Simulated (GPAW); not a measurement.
Consider BeNi (Pm-3m).

```cif
data_structure
_symmetry_space_group_name_H-M 'P 1'
_symmetry_Int_Tables_number 1
_cell_length_a 2.5870
_cell_length_b 2.5870
_cell_length_c 2.5870
_cell_angle_alpha 90.000
_cell_angle_beta 90.000
_cell_angle_gamma 90.000
_cell_volume 17.31
loop_
_atom_site_label
_atom_site_type_symbol
_atom_site_fract_x
_atom_site_fract_y
_atom_site_fract_z
_atom_site_occupancy
Ni1 Ni 0.50000 0.50000 0.50000 1
Be2 Be 0.00000 0.00000 0.00000 1
```

Absorber: atom 2, with 8 Ni at 2.24 Å and 6 Be at 2.59 Å (cube and octahedron, as in bcc, site symmetry m-3m). Method: GPAW, LDA, excited-electron core hole (neutral cell), 18-atom cell with 5.8 Å between holes, 5×5×5 k points, dipole transitions, Gaussian full width 0.9 eV up to 4 eV, rising linearly to 3.5 eV at 25 eV.

Question: Where do the maxima of the Be K edge fall?

Main maxima up to 24 eV above the zero (height): 0.8 eV (0.82), 5.6 eV (2.59), 8.6 eV (1.81) and 17.6 eV (0.82). A K edge sees empty p states on the absorber. The total-energy difference is 109.36 eV. The tabulated edge of the element is 111.5 eV. The functional leaves an error in such absolute values: in the free atom LDA prices this hole 1.6 eV below PBE (computed apart), and PBE is itself good to a few eV.

The Be K spectrum (energy from the lowest empty level; intensity scaled to a mean of 1 over the first 20 eV):

```csv
E (eV),intensity
-2.0,0.00
-1.4,0.00
-0.8,0.02
-0.2,0.27
0.4,0.73
1.0,0.81
1.6,0.75
2.2,0.74
2.8,0.69
3.4,0.47
4.0,0.74
4.6,1.33
5.2,2.31
5.8,2.53
6.4,1.93
7.0,1.56
7.6,1.63
8.2,1.78
8.8,1.79
9.4,1.59
10.0,1.28
10.6,1.00
11.2,0.72
11.8,0.45
12.4,0.33
13.0,0.34
13.6,0.41
14.2,0.49
14.8,0.57
15.4,0.65
16.0,0.72
16.6,0.78
17.2,0.81
17.8,0.81
18.4,0.80
19.0,0.78
19.6,0.76
20.2,0.73
20.8,0.69
21.4,0.65
22.0,0.62
22.6,0.61
23.2,0.60
23.8,0.58
24.4,0.56
25.0,0.53
25.6,0.51
26.2,0.50
26.8,0.50
27.4,0.51
28.0,0.53
28.6,0.56
29.2,0.60
29.8,0.64
30.4,0.68
31.0,0.71
31.6,0.72
```

The hole lies in one spin channel, while the script sums the empty states of both and takes the lower zero; where the two channels are split, this blurs and shifts the curve. The starting moments shrank to 0.00 μB or less, so this is hardly a magnetic state. The holes are only 5.8 Å apart, so the shape is probably not converged with cell size; no larger cell was run here. The mesh is coarse (0.25 Å⁻¹ between points), so small maxima may be mesh ripples. The structure is a computed Materials Project entry and may be a hypothetical form.

[Banner, clock and machine lines of the logs are left out without a mark of their own.]

[Logs are printed without paths, hosts, clocks, repeated set-up lines and the standing remarks that a program may print on its own settings, such as how far it seeks lower states.]

[Hosts, paths, dates, database ids (printed as entryN), source tags and the programs' standing remarks are cut or masked in the printed files.]

[Lists of maxima count a maximum above −3 eV only where it reaches 4 % of the highest in the window and stands out from its surroundings by 2 % of it (1.5 % where it reaches 55 %); shoulders and weaker maxima are passed over, and of the rest the first, up to two pre-edge ones and the few strongest are named.]
